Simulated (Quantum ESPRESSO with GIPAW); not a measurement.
# AlH3: what the 27Al spectrum says of the structure

A crystal of composition AlH3 (one database entry, not always the ambient form) has the 27Al spectrum and parameters below, calculated by GIPAW (PBEsol; shifts against aqueous Al3+, scatter of the reference line 2 ppm; spans on the shift scale).

```csv
line,δ_iso (ppm),relative area,span (ppm),skew
A,6.2,2,26.9,-0.61
B,-2.5,1,18.6,-0.25
```

What coordination and symmetry does each Al site have?

The areas settle A and B, whose multiplicities are unique. The structure behind these values (space group Cmcm; other structures could give like values):

```csv
line,surroundings,neighbours,bonds (Å),site symmetry
A,AlH6,6,1.72 to 1.73,-1
B,AlH6,6,1.72 to 1.73,2/m
```

[Banner, clock, file and message-heading lines were taken out of the pw.x and gipaw.x logs.]

[Logs are printed without paths, hosts, clocks, repeated set-up lines and the standing remarks that a program may print on its own settings, such as how far it seeks lower states.]

[Hosts, paths, dates, database ids (printed as entryN), source tags and the programs' standing remarks are cut or masked in the printed files.]
